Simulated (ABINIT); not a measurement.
### CsHO (Cmc2_1): G0W0 with ABINIT, start to end

It takes space group Cmc2_1 (No. 36, orthorhombic). Conventional cell: a = 4.322 Å, b = 11.383 Å, c = 4.504 Å, α = 90.00°, β = 90.00°, γ = 90.00°. Nearest to Cs lie 4 H at 2.97 to 2.98 Å and 7 O at 3.08 to 3.40 Å. Nearest to H lie 2 O at 0.98 to 2.10 Å and 2 H at 2.37 Å and 4 Cs at 2.97 to 2.98 Å. Nearest to O lie 3 H at 0.98 to 3.29 Å and 7 Cs at 3.08 to 3.40 Å. Farther neighbours, and contacts between anions beyond the nearest, are not listed.

```yaml
method: RPA screening on LDA, plane waves, norm-conserving pseudopotentials (and 2 further levels or steps)
program: ABINIT 10.8.3
settings: cutoff 36 Ha, PseudoDojo scalar-relativistic 0.4.1 standard, norm-conserving, ngkpt (2, 2, 2), nband 196, ecuteps 6.5 Ha, inclvkb 2, shiftk (0, 0, 0), symchi 1, awtr 1, frequency ppm, 2×2×2 k-mesh
cost: 5 runs, 6.8 min in all on 4 MPI ranks of Arm Neoverse V1, shared host
notes: The program’s warnings: nkpt*nsppol () is not a multiple of nproc spkpt (). The cell and positions are those that the Materials Project relaxed with its own functionals (PBE, PBE+U or r2SCAN), kept fixed. Limits: no spin-orbit coupling. The 2×2×2 mesh is coarse for this cell, which bears on the long-range parts of exchange and screening.
lda_gap: 3.60 eV, direct
g0w0_gap_on_the_mesh: 5.55 eV
gw_settings: 2×2×2 mesh, 196 bands, screening to 176.9 eV, Godby-Needs plasmon pole
known_limits: short of the basis limit; no spin-orbit coupling; coarse k mesh
```

G0W0 moves the gap on the mesh from 3.60 eV to 5.55 eV (+1.95 eV), with Z of 0.77 and 0.86 at the edges. Local fields lower the RPA ε∞ on this mesh from 3.43 to 3.02; a Γ-centred mesh this coarse tends to raise both, most where the direct gap is narrow, while a short band sum lowers them.

[Long decimals in the printed logs are rounded to 6 places.]

[Logs are printed without paths, hosts, clocks, repeated set-up lines and the standing remarks that a program may print on its own settings, such as how far it seeks lower states.]

[Paths, hosts, dates, memory and timing lines, banners, echoed tables and standing remarks are left out of the program output; an Ansatz launch command may be rebuilt from the run's recorded settings. Measured values are a selection of at most five: reports struck by readers or far from the other reports are left out. None is set beside runs whose start may be inverted or whose files or cutoffs have a known fault.]

[Runs of the session that timed out or met a known fault of the program may be left out.]

[Hosts, paths, dates, database ids (printed as entryN), source tags and the programs' standing remarks are cut or masked in the printed files.]

[G0W0 gaps are taken among the corrected bands and points alone; a level outside them can change the order at an edge.]

[Where Ansatz stands beside ABINIT at settings called matched, ABINIT's density can come from a denser mesh and the files from another edition; pairs whose starting gaps differed by over 0.03 eV were left out, so agreement reads better than it is.]
